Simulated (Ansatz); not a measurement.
## Relaxing Ge(100) slab, H on the bottom face, dimerised (48 atoms)

How does Ge(100) slab, H on the bottom face, dimerised (48 atoms) relax, and what do bonds, charges and levels look like afterwards?

Program: Ansatz 0.2.0. Level of theory: Kohn-Sham DFT, PBE, PAW (set soft_2), plane waves. Results are calculated unless marked as measured.

This is a report of a sequence of runs, with most program output left out.

### Step 1. Starting point

The cell holds 48 atoms: 32 Ge and 16 H. Cell: a = 16.003 Å, b = 8.002 Å, c = 15.127 Å, α = 90.0°, β = 90.0°, γ = 90.0°. It derives from Ge (diamond-structure). Diamond-structure Ge (a = 5.658 Å), (100) slab of 4 atomic planes, 4 x 2 surface cells, H on the broken bonds of the bottom face, 10 Å of vacuum; top atoms paired into dimers, p(2x2) buckling; displaced by a Gaussian of 0.02 Å. Regions: slab, 32 atoms (32 Ge); hydrogen, 16 atoms (16 H). Vacuum lies along c.

Limits known from the start: The main run has no spin polarisation, so any moments at edges, vacancies or dangling bonds can't form in it.

### Step 2. Single point at the start

The forces at the start show how far the geometry lies from a minimum of this functional.

File input.yaml:

```yaml
crystal:
  lattice:
    - [16.00324, 0.0, 0.0]
    - [0.0, 8.00162, 0.0]
    - [0.0, 0.0, 15.12685]
  atoms:
    - { symbol: Ge, position: [0.12606, 0.25051, 0.38776] }
    - { symbol: Ge, position: [5.0e-05, 0.25016, 0.47999] }
    - { symbol: Ge, position: [0.00045, 0.49968, 0.57517] }
    - { symbol: Ge, position: [0.126, 0.0981, 0.66841] }
    - { symbol: Ge, position: [0.12439, 0.7517, 0.39165] }
    - { symbol: Ge, position: [0.00186, 0.75539, 0.4801] }
    - { symbol: Ge, position: [0.00272, 0.99774, 0.57642] }
    - { symbol: Ge, position: [0.12521, 0.4035, 0.62402] }
[... 36 atom lines left out ...]
    - { symbol: H, position: [0.87563, 0.09536, 0.33216] }
    - { symbol: H, position: [0.87586, 0.40322, 0.33057] }
    - { symbol: H, position: [0.87671, 0.90789, 0.33009] }
    - { symbol: H, position: [0.87604, 0.59584, 0.3313] }
kpoints:
  mp_grid: { grid: [1, 2, 1] }
hamiltonian:
  xc: pbe
scf:
  occupations: { method: fermi_dirac, width: 0.05 }
output:
  forces: true
  populations: true
  dos:
    method: { smearing: { sigma: 0.08 } }
    de: 0.1
    projected:
      site_lists:
        Ge: [Ge]
        H: [H]
        slab: [0, 1, 2, 3, 4, 5, 6, 7, 8, 9, 10, 11, 12, 13, 14, 15, 16, 17, 18, 19, 20, 21, 22, 23, 24, 25, 26, 27, 28, 29, 30, 31]
        hydrogen: [32, 33, 34, 35, 36, 37, 38, 39, 40, 41, 42, 43, 44, 45, 46, 47]
  eigenvalues: true
```

Command:

```console
ansatz run input.yaml --threads 8 --pin off --max-ram 15872MiB --backend cpu --events-out ev --progress --plain --runs-dir out
```

Elapsed: 24 s, on 8 threads of Arm Neoverse V2, shared host; peak memory 5 GiB.

The run gave:

| Property | Result |
| --- | --- |
| free energy | -137677.3186 eV |
| free energy per atom | -2868.2775 eV/atom |
| SCF cycles | 11 |
| r.m.s. force component | 0.6348 eV/Å |
| longest force | 2.418 eV/Å |
| Fermi energy | 0.3673 eV |
| levels partly filled by over 2 per cent | 6 |
| spilling of the projection | 0.002833 |

The r.m.s. force component of 0.63 eV/Å sets the starting point.

Neighbours are counted within 2.88 Å (Ge-Ge), 1.89 Å (Ge-H).

Length of the force by element and coordination:

| element | coordination | atoms | mean length of the force (eV/Å) | spread | least | most |
| --- | --- | --- | --- | --- | --- | --- |
| Ge | all | 32 | 1.10 | 0.599 | 0.231 | 2.42 |
| Ge | 3 | 8 | 1.04 | 0.468 | 0.494 | 1.60 |
| Ge | 4 | 24 | 1.12 | 0.636 | 0.231 | 2.42 |
| H | all | 16 | 0.571 | 0.415 | 0.127 | 1.93 |

### Step 3. Relaxation

The atoms are relaxed in the fixed cell, aiming at the force tolerance of the input.

input.yaml, the sections that differ from step 2:

```yaml
output:
  forces: true
relax:
  f_tol: 0.05
  max_steps: 110
  constraints:
    - { sites: [0, 4, 8, 12, 16, 20, 24, 28, 32, 33, 34, 35, 36, 37, 38, 39, 40, 41, 42, 43, 44, 45, 46, 47], fix: xyz }
# crystal, kpoints, hamiltonian, scf: as in step 2
```

Wall time 1.9 min (8 threads); peak memory 4.9 GiB.

Step by step:

| step | energy less that of the first step (eV) | largest force component, free atoms (eV/Å) |
| --- | --- | --- |
| 1 | 0.0000 | 2.2735 |
| 2 | -1.6665 | 0.8131 |
| 3 | -2.1515 | 0.2266 |
| 4 | -2.1360 | 0.3939 |
| 5 | -2.2134 | 0.1096 |
| 6 | -2.2193 | 0.0728 |
| 7 | -2.2244 | 0.0395 |
| 8 | -2.2296 | 0.0361 |
| 9 | -2.2271 | 0.0945 |
| 10 | -2.2368 | 0.0478 |
| 11 | -2.2331 | 0.1243 |
| 12 | -2.2440 | 0.0334 |

Relaxation steps 4, 9, 11 were tried and not accepted.

The atoms that moved most (Å):

| atom | dx | dy | dz | length |
| --- | --- | --- | --- | --- |
| Ge32 | 0.140 | 0.202 | 0.371 | 0.445 |
| Ge16 | 0.148 | 0.213 | 0.352 | 0.437 |
| Ge20 | -0.085 | -0.211 | 0.370 | 0.434 |
| Ge4 | -0.051 | -0.215 | 0.368 | 0.430 |
| Ge8 | 0.186 | -0.258 | 0.123 | 0.341 |
| Ge12 | -0.072 | 0.264 | 0.157 | 0.315 |
| Ge24 | 0.173 | -0.228 | 0.122 | 0.311 |
| Ge28 | -0.024 | 0.264 | 0.161 | 0.310 |

The relaxation changed the energy by -46.7 meV/atom, and atoms moved by 0.18 Å r.m.s., 0.45 Å at most.

### Step 4. Structure statistics after relaxation

Bonds before and after, by the cutoffs listed below:

| pair | bonds before | bonds after | mean before (Å) | mean after (Å) | spread before (Å) | spread after (Å) |
| --- | --- | --- | --- | --- | --- | --- |
| Ge-Ge | 52 | 52 | 2.448 | 2.500 | 0.094 | 0.051 |
| Ge-H | 16 | 16 | 1.526 | 1.526 | 0.038 | 0.038 |

Normalised to the volume that the atoms fill. Pair distribution functions g(r), in bins of 0.1 Å:

| r (Å) | total | Ge-Ge | Ge-H | H-H |
| --- | --- | --- | --- | --- |
| 1.35 | 0.00 | 0.00 | 0.00 | 0.00 |
| 1.45 | 1.55 | 0.00 | 2.11 | 5.50 |
| 1.55 | 5.36 | 0.00 | 8.21 | 15.40 |
| 1.65 | 0.00 | 0.00 | 0.00 | 0.00 |
| 1.75 | 0.00 | 0.00 | 0.00 | 0.00 |
| 1.85 | 0.00 | 0.00 | 0.00 | 0.00 |
| 1.95 | 0.00 | 0.00 | 0.00 | 0.00 |
| 2.05 | 0.00 | 0.00 | 0.00 | 0.00 |
| 2.15 | 0.00 | 0.00 | 0.00 | 0.00 |
| 2.25 | 0.00 | 0.00 | 0.00 | 0.00 |
| 2.35 | 0.00 | 0.00 | 0.00 | 0.00 |
| 2.45 | 3.41 | 6.43 | 0.00 | 4.93 |
| 2.55 | 2.98 | 6.00 | 0.00 | 2.82 |
| 2.65 | 0.00 | 0.00 | 0.00 | 0.00 |
| 2.75 | 0.00 | 0.00 | 0.00 | 0.00 |
| 2.85 | 0.49 | 0.00 | 1.09 | 0.00 |
| 2.95 | 0.78 | 0.00 | 1.75 | 0.00 |
| 3.05 | 0.14 | 0.32 | 0.00 | 0.00 |
| 3.15 | 0.13 | 0.30 | 0.00 | 0.00 |
| 3.25 | 1.13 | 0.28 | 2.26 | 0.00 |
| 3.35 | 1.07 | 0.27 | 2.13 | 0.00 |
| 3.45 | 0.22 | 0.50 | 0.00 | 0.00 |
| 3.55 | 0.00 | 0.00 | 0.00 | 0.00 |
| 3.65 | 0.20 | 0.45 | 0.00 | 0.00 |
| 3.75 | 0.24 | 0.53 | 0.00 | 0.00 |
| 3.85 | 0.23 | 0.51 | 0.00 | 0.00 |
| 3.95 | 1.77 | 2.56 | 0.00 | 5.70 |
| 4.05 | 2.65 | 3.39 | 1.00 | 6.26 |
| 4.15 | 1.51 | 1.57 | 1.83 | 0.00 |
| 4.25 | 2.20 | 1.66 | 2.30 | 3.95 |
| 4.35 | 1.21 | 0.16 | 2.23 | 1.28 |
| 4.45 | 0.40 | 0.68 | 0.22 | 0.00 |
| 4.55 | 0.52 | 0.58 | 0.58 | 0.00 |
| 4.65 | 1.17 | 2.07 | 0.07 | 1.92 |
| 4.75 | 1.16 | 2.00 | 0.00 | 2.40 |
| 4.85 | 0.34 | 0.44 | 0.32 | 0.00 |
| 4.95 | 0.90 | 0.12 | 1.90 | 0.00 |
| 5.05 | 0.16 | 0.12 | 0.23 | 0.00 |
| 5.15 | 0.05 | 0.11 | 0.00 | 0.00 |
| 5.25 | 0.38 | 0.27 | 0.59 | 0.00 |
| 5.35 | 0.70 | 0.47 | 1.10 | 0.00 |
| 5.45 | 0.60 | 0.46 | 0.76 | 0.60 |
| 5.55 | 0.45 | 0.44 | 0.24 | 1.36 |
| 5.65 | 1.52 | 1.82 | 0.19 | 5.60 |

Bonds by pair of elements; cutoffs follow the first minimum of g(r), held within bounds set by covalent radii, and pairs that aren't listed don't count as bonded:

| pair A-B | cutoff (Å) | bonds | mean length (Å) | spread (Å) | shortest (Å) | B about A | A about B |
| --- | --- | --- | --- | --- | --- | --- | --- |
| Ge-Ge | 2.83 | 52 | 2.5 | 0.051 | 2.41 | 3.25 | 3.25 |
| Ge-H | 1.89 | 16 | 1.53 | 0.038 | 1.43 | 0.5 | 1 |

How many atoms have how many bonded neighbours:

| element | mean | 1 | 3 | 4 |
| --- | --- | --- | --- | --- |
| Ge | 3.75 | 0 | 8 | 24 |
| H | 1 | 16 | 0 | 0 |

Bond angles (no mean is given where the spread exceeds 20°):

| angle | count | mean (°) | spread (°) |
| --- | --- | --- | --- |
| Ge-Ge-Ge | 128 | 108 | 11.2 |
| Ge-Ge-H | 32 | 110 | 1.3 |
| H-Ge-H | 8 | 109 | 1.8 |

Bond length by coordination (bonds to H left out):

| element | coordination | atoms | mean bond length (Å) |
| --- | --- | --- | --- |
| Ge | 3 | 8 | 2.54 |
| Ge | 4 | 24 | 2.49 |

First main peaks of g(r), for some of the pairs, lie near 2.50 Å (Ge-Ge), 1.52 Å (Ge-H) and 1.51 Å (H-H). With the cutoffs above, 75 % of Ge atoms have 4 and all H atoms have 1 bonded neighbour. The Ge-Ge-Ge angle averages 108° with a spread of 11°.

### Step 5. Single point at the relaxed geometry

One more single point at the end of the walk gives the fuller output and checks the residual forces.

File input.yaml:

```yaml
crystal:
  lattice:
    - [16.00324, 0.0, 0.0]
    - [0.0, 8.00162, 0.0]
    - [0.0, 0.0, 15.12685]
  atoms:
    - { symbol: Ge, position: [0.12606, 0.25051, 0.38776] }
    - { symbol: Ge, position: [0.00078, 0.24843, 0.47679] }
    - { symbol: Ge, position: [0.00251, 0.48771, 0.57805] }
    - { symbol: Ge, position: [0.1228, 0.07124, 0.69276] }
    [... 38 atom lines left out ...]
    - { symbol: H, position: [0.62722, 0.58825, 0.33113] }
    - { symbol: H, position: [0.62737, 0.90414, 0.32932] }
    - { symbol: H, position: [0.87563, 0.09536, 0.33216] }
    - { symbol: H, position: [0.87586, 0.40322, 0.33057] }
    - { symbol: H, position: [0.87671, 0.90789, 0.33009] }
    - { symbol: H, position: [0.87604, 0.59584, 0.3313] }
kpoints:
  mp_grid: { grid: [1, 2, 1] }
hamiltonian:
  xc: pbe
scf:
  occupations: { method: fermi_dirac, width: 0.05 }
output:
  forces: true
  populations: true
  dos:
    method: { smearing: { sigma: 0.1 } }
    de: 0.1
    projected:
      site_lists:
        Ge: [Ge]
        H: [H]
        slab: [0, 1, 2, 3, 4, 5, 6, 7, 8, 9, 10, 11, 12, 13, 14, 15, 16, 17, 18, 19, 20, 21, 22, 23, 24, 25, 26, 27, 28, 29, 30, 31]
        hydrogen: [32, 33, 34, 35, 36, 37, 38, 39, 40, 41, 42, 43, 44, 45, 46, 47]
  eigenvalues: true
  write_density: true
  write_potential: true
  volumetric_format: npy
```

The job ended after 23 s (8 threads; peak memory 5 GiB).

The program notes that the exchange-correlation potential is rough where the density is thin.

Numbers from this run:

```yaml
free_energy: -137679.5626 eV
free_energy_per_atom: -2868.3242 eV/atom
scf_cycles: 9
r_m_s_force_component: 0.3608 eV/Å
longest_force: 2.478 eV/Å
fermi_energy: 0.4718 eV
spacing_of_highest_filled_and_lowest_empty_level: 0.2871 eV
levels_partly_filled_by_over_2_per_cent: 2
spilling_of_the_projection: 0.002675
```

Neighbours are counted within 2.83 Å (Ge-Ge), 1.89 Å (Ge-H), the cutoffs taken from the relaxation.

Length of the force by element and coordination:

| element | coordination | atoms | mean length of the force (eV/Å) | spread | least | most |
| --- | --- | --- | --- | --- | --- | --- |
| Ge | all | 32 | 0.249 | 0.527 | 0.0126 | 2.48 |
| Ge | 3 | 8 | 0.0325 | 0.0101 | 0.0193 | 0.05 |
| Ge | 4 | 24 | 0.321 | 0.591 | 0.0126 | 2.48 |
| H | all | 16 | 0.555 | 0.429 | 0.115 | 1.96 |

Löwdin charges by element and coordination (they lack the spilled electrons, 0.026 e an atom on average):

| element | coordination | atoms | mean charge (e) | spread | least | most |
| --- | --- | --- | --- | --- | --- | --- |
| Ge | all | 32 | 0.0573 | 0.0953 | -0.0664 | 0.201 |
| Ge | 3 | 8 | 0.0566 | 0.122 | -0.0664 | 0.184 |
| Ge | 4 | 24 | 0.0575 | 0.0846 | -0.0287 | 0.201 |
| H | all | 16 | -0.037 | 0.0039 | -0.0451 | -0.0305 |

By region:

| region | atoms | mean length of the force (eV/Å) |
| --- | --- | --- |
| slab | 32 | 0.249 |
| hydrogen | 16 | 0.555 |

Density of states as counts of states in windows of 1 eV (from the Fermi level), total and the larger projections:

| from (eV) | to (eV) | total | slab | Ge p | Ge s | H s | hydrogen |
| --- | --- | --- | --- | --- | --- | --- | --- |
| -10 | -9 | 16.1 | 14.2 | 3.5 | 10.6 | 1.9 | 1.9 |
| -9 | -8 | 6.6 | 6.0 | 1.7 | 4.3 | 0.5 | 0.5 |
| -8 | -7 | 9.4 | 8.2 | 2.9 | 5.3 | 1.1 | 1.1 |
| -7 | -6 | 9.7 | 8.1 | 3.9 | 4.2 | 1.5 | 1.5 |
| -6 | -5 | 10.7 | 8.5 | 4.2 | 4.2 | 2.1 | 2.1 |
| -5 | -4 | 8.6 | 5.5 | 4.0 | 1.5 | 3.0 | 3.0 |
| -4 | -3 | 11.8 | 10.6 | 9.6 | 0.9 | 1.1 | 1.1 |
| -3 | -2 | 23.6 | 20.8 | 19.9 | 0.9 | 2.6 | 2.6 |
| -2 | -1 | 18.2 | 17.0 | 16.2 | 0.7 | 1.0 | 1.0 |
| -1 | 0 | 14.6 | 13.9 | 13.0 | 0.9 | 0.5 | 0.5 |
| 0 | 1 | 7.4 | 7.1 | 5.8 | 1.3 | 0.1 | 0.1 |
| 1 | 2 | 13.2 | 12.2 | 8.9 | 3.3 | 0.3 | 0.3 |
| 2 | 3 | 18.5 | 15.8 | 12.3 | 3.6 | 1.0 | 1.0 |
| 3 | 4 | 22.4 | 16.3 | 14.0 | 2.3 | 1.8 | 1.8 |

Between -25 and -10 eV lie 335 more states.

The levels nearest the highest filled one (over half full), pooled over k-points and spins:

| level less the highest filled one (eV) | occupation |
| --- | --- |
| -0.411 | 2 |
| -0.377 | 2 |
| -0.375 | 2 |
| -0.262 | 2.00 |
| -0.216 | 2.00 |
| 0 | 1.87 |
| 0.287 | 0.091 |
| 0.331 | 0.039 |
| 0.709 | 0 |
| 0.967 | 0 |
| 0.985 | 0 |
| 1.05 | 0 |

Planar average of the electrostatic potential energy along the normal, with the Fermi level as zero, after a running mean with a triangular window 4 Å wide at its base:

| height (Å) | potential energy (eV) |
| --- | --- |
| 0.0 | 4.43 |
| 0.4 | 4.42 |
| 0.8 | 4.42 |
| 1.3 | 4.41 |
| 1.7 | 4.40 |
| 2.1 | 4.38 |
| 2.5 | 4.34 |
| 2.9 | 4.21 |
| 3.4 | 3.85 |
| 3.9 | 2.94 |
| 4.3 | 1.91 |
| 4.8 | 0.65 |
| 5.2 | -0.64 |
| 5.6 | -1.77 |
| 6.0 | -2.61 |
| 6.4 | -3.10 |
| 6.9 | -3.37 |
| 7.3 | -3.55 |
| 7.7 | -3.68 |
| 8.1 | -3.79 |
| 8.5 | -3.89 |
| 9.0 | -3.79 |
| 9.4 | -3.32 |
| 9.8 | -2.51 |
| 10.2 | -1.43 |
| 10.6 | -0.14 |
| 11.1 | 1.18 |
| 11.6 | 2.65 |
| 12.0 | 3.44 |
| 12.5 | 3.96 |
| 12.9 | 4.26 |
| 13.3 | 4.39 |
| 13.7 | 4.43 |
| 14.1 | 4.44 |
| 14.6 | 4.44 |
| 15.0 | 4.43 |

Valence density in the cb plane at fractional x = 0.126, with atoms of Ge and H within 0.2 Å of it. It is the smooth field of the valence electrons, not physical close to the nuclei.

Values in e/Å³, 12 rows by 16 columns, each cell a mean:
```
 0  0  0  0  0  1  0  0  0  0  0  0  0  0  0  0
 0  0  0  0  0  1  1  0  0  0  0  0  0  0  0  0
 0  0  0  0  0  2 16  0  0  0  0  0  0  0  0  0
 0  0  0  0  0  1  8  0  0  0  0  0  0  0  0  0
 0  0  0  0  0  1  0  0  0  0  0  0  0  0  0  0
 0  0  0  0  0  0  0  0  0  0  0  0  0  0  0  0
 0  0  0  0  0  1  0  0  0  1  2  0  0  0  0  0
 0  0  0  0  0  1  1  0  0  3 12  0  0  0  0  0
 0  0  0  0  0  2 15  0  0  0  1  0  0  0  0  0
 0  0  0  0  0  1  7  0  0  0  0  0  0  0  0  0
 0  0  0  0  0  1  0  0  0  0  3 10  0  0  0  0
 0  0  0  0  0  0  0  0  0  0  3 10  0  0  0  0
```
Columns run along c (15.1 Å), rows up along b (8.0 Å). Atoms in or near the plane, at fractional coordinates: Ge at (0.39, 0.25), Ge at (0.69, 0.07), Ge at (0.39, 0.75), Ge at (0.63, 0.37), H at (0.33, 0.09), H at (0.33, 0.41), H at (0.33, 0.90), H at (0.33, 0.59).

Electrostatic potential energy in the cb plane at fractional x = 0.126, with atoms of Ge and H within 0.2 Å of it. With pseudopotentials it is smooth inside the atoms' cores, unlike the true potential.

Values in eV, 12 rows by 16 columns, each cell a mean:
```
  5   5   5   5   2 -11   2   3   4   3  -3  -6   3   5   5   5
  5   5   5   5   2 -16 -13   0   4   4   4   3   5   5   5   5
  5   5   5   5   4 -16 -33  -8   4   4   4   5   5   5   5   5
  5   5   5   5   4 -13 -30  -5   4   4   5   5   5   5   5   5
  5   5   5   5   2 -19  -5   2   4   4   4   4   5   5   5   5
  5   5   5   5   3  -5   3   4   4   1   0   3   4   5   5   5
  5   5   5   5   2 -12   2   4   3 -13 -23  -1   4   5   5   5
  5   5   5   5   3 -16 -12   1   2 -22 -32  -4   4   5   5   5
  5   5   5   5   3 -18 -33  -6   2 -10 -17   0   4   5   5   5
  5   5   5   5   4 -15 -30  -4   4   2  -5  -7   3   5   5   5
  5   5   5   5   2 -20  -5   2   4   2 -21 -30  -1   5   5   5
  5   5   5   5   3  -4   3   4   4   2 -21 -30  -1   5   5   5
```
Columns run along c (15.1 Å; values clipped at the 3rd and 97th percentile), rows up along b (8.0 Å). Atoms in or near the plane, at fractional coordinates: Ge at (0.39, 0.25), Ge at (0.69, 0.07), Ge at (0.39, 0.75), Ge at (0.63, 0.37), H at (0.33, 0.09), H at (0.33, 0.41), H at (0.33, 0.90), H at (0.33, 0.59).

Mean Löwdin charges: Ge +0.06, H -0.04 e. Charges this small depend on the projection, at times even in sign. Within 0.4 eV of the Fermi level the largest share is Ge p (88 % of the projected weight). The potential slopes across the vacuum by 0.018 eV/Å: the slab bears a dipole, and with periodic images along the normal there is no flat vacuum level to read.

The surroundings of Ge13, whose charge lies farthest from its element's mean, nearest first, numbered as they follow in the input and with coordinates relative to it.

| atom | x | y | z | distance (Å) | bonds | Löwdin charge (e) | Fx | Fy | Fz (eV/Å) |
| --- | --- | --- | --- | --- | --- | --- | --- | --- | --- |
| Ge13 | 0.00 | 0.00 | 0.00 | 0.00 | 4 | 0.20 | -0.03 | -1.25 | 2.14 |
| H40 | -0.03 | 1.18 | -0.81 | 1.43 | 1 | -0.03 | -0.01 | 1.53 | -1.23 |
| H39 | -0.03 | -1.24 | -0.86 | 1.51 | 1 | -0.03 | -0.03 | -0.27 | -0.33 |
| Ge22 | 2.00 | -0.02 | 1.49 | 2.49 | 4 | 0.01 | 0.00 | 0.00 | 0.02 |
| Ge14 | -2.00 | -0.01 | 1.52 | 2.51 | 4 | 0.01 | -0.01 | 0.00 | -0.01 |
| H37 | -0.04 | 2.69 | -0.86 | 2.83 | 1 | -0.04 | -0.10 | 0.61 | 0.11 |
| H38 | -0.02 | -2.78 | -0.85 | 2.90 | 1 | -0.04 | -0.07 | -0.14 | -0.22 |
| Ge9 | -0.06 | 3.98 | 0.04 | 3.98 | 4 | 0.16 | -0.02 | -0.35 | -0.41 |

The column of bonds counts only the pairs Ge-Ge within 2.83 Å, Ge-H within 1.89 Å; other neighbours, such as metal atoms beside each other in a compound, aren't counted, and periodic images can show an atom twice.

### Step 6. Outcome

| Quantity | Value |
| --- | --- |
| energy change in the relaxation | -46.75 meV/atom |
| r.m.s. displacement | 0.18 Å |
| largest displacement | 0.445 Å |
| free energy per atom | -2868.3242 eV/atom |
| r.m.s. force component | 0.3608 eV/Å |
| spacing of highest filled and lowest empty level | 0.2871 eV |
| wall time of the 3 DFT runs | 2.7 min |

What this shows: Relaxation lowers the energy by 46.7 meV/atom and moves atoms by 0.18 Å r.m.s.; the r.m.s. force component goes from 0.63 to 0.36 eV/Å, held atoms included. By the final cutoffs no bond was broken or made. First to last step the energy falls by 2.244 eV; the largest move, 0.44 Å, is that of Ge32, with 1 other atom within 2 % of it. The Ge-Ge bonds change most in mean length: from 2.448 Å (spread 0.094) to 2.500 Å (spread 0.051). With the cutoffs above, 75 % of Ge atoms have 4 and all H atoms have 1 bonded neighbour. The highest filled and lowest empty levels differ by 0.287 eV on the run's k-points; the mesh holds the band edges only if they fold onto it, so the gap at this level can be narrower or closed, and states at the surface or the caps may set it. 2 levels are partly filled, by over 2 %, under the smearing.

Caveats: The slab bears a dipole and has periodic images along its normal, so a spurious field crosses the vacuum. 24 atoms were held in place, and force statistics include the forces on them.

[Logs are printed without paths, hosts, clocks, repeated set-up lines and the standing remarks that a program may print on its own settings, such as how far it seeks lower states.]

[Hosts, paths, dates, database ids (printed as entryN), source tags and the programs' standing remarks are cut or masked in the printed files.]
